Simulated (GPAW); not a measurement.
Consider YCu (Pm-3m).

```xyz
2
Lattice="3.4581 0.0000 0.0000 0.0000 3.4581 0.0000 0.0000 0.0000 3.4581" Properties=species:S:1:pos:R:3 pbc="T T T"
Y     0.0000    0.0000    0.0000
Cu    1.7291    1.7291    1.7291
```

Absorber: atom 2, with 8 Y at 2.99 Å and 6 Cu at 3.46 Å (cube and octahedron, as in bcc, site symmetry m-3m). Method: GPAW, LDA, excited-electron core hole (neutral cell), 8-atom cell with 6.0 Å between holes, 6×6×6 k points, dipole transitions, Gaussian full width 0.9 eV up to 4 eV, rising linearly to 3.5 eV at 25 eV.

Q: Predict the near-edge structure at the Cu L₃ edge.

Main maxima up to 30 eV above the zero (height): 0.4 eV (0.80), 3.2 eV (1.42), 9.6 eV (1.26), 15.5 eV (1.19), 19.0 eV (1.39) and 28.6 eV (1.25). At an L edge the dipole rule selects empty d and s states; the absorber's d shell is nominally full, so the onset shows only d character mixed into the empty bands. The total-energy difference is 937.87 eV. Two terms are added: -2.03 eV, since the hole is spin-paired here and a spin-polarised one costs that much less in the free atom (computed apart); −6.53 eV, a third of the tabulated L₂–L₃ splitting, since the scalar-relativistic hole is their mean. The photon energy is then 929.30 eV. The tabulated edge of the element is 932.7 eV. The functional leaves an error of a few eV in such absolute values.

The Cu L₃ spectrum (energy from the lowest empty level; intensity scaled to a mean of 1 over the first 20 eV):

```csv
E (eV),intensity
-2.0,0.00
-1.4,0.00
-0.8,0.02
-0.2,0.36
0.4,0.80
1.0,0.61
1.6,0.86
2.2,0.91
2.8,1.20
3.4,1.36
4.0,0.77
4.6,0.50
5.2,0.41
5.8,0.39
6.4,0.43
7.0,0.50
7.6,0.59
8.2,0.83
8.8,1.13
9.4,1.26
10.0,1.25
10.6,1.21
11.2,1.21
11.8,1.22
12.4,1.18
13.0,1.11
13.6,1.06
14.2,1.08
14.8,1.15
15.4,1.19
16.0,1.17
16.6,1.14
17.2,1.16
17.8,1.24
18.4,1.35
19.0,1.39
19.6,1.36
20.2,1.26
20.8,1.17
21.4,1.11
22.0,1.08
22.6,1.07
23.2,1.07
23.8,1.06
24.4,1.06
25.0,1.08
25.6,1.10
26.2,1.13
26.8,1.17
27.4,1.21
28.0,1.24
28.6,1.25
29.2,1.24
29.8,1.21
30.4,1.17
31.0,1.13
31.6,1.09
```

Only the L₃ part is meant: spin–orbit coupling of the core level isn't computed and the L₂ copy isn't added. The holes are only 6.0 Å apart, so the shape is probably not converged with cell size; no larger cell was run here. Lifetime broadening is put in by hand, and intensities beyond about 20 eV depend on it and on the partial waves. The structure is a computed Materials Project entry and may be a hypothetical form.

[Banner, clock and machine lines of the logs are left out without a mark of their own.]

[Logs are printed without paths, hosts, clocks, repeated set-up lines and the standing remarks that a program may print on its own settings, such as how far it seeks lower states.]

[Hosts, paths, dates, database ids (printed as entryN), source tags and the programs' standing remarks are cut or masked in the printed files.]

[Lists of maxima count a maximum above −3 eV only where it reaches 4 % of the highest in the window and stands out from its surroundings by 2 % of it (1.5 % where it reaches 55 %); shoulders and weaker maxima are passed over, and of the rest the first, up to two pre-edge ones and the few strongest are named.]
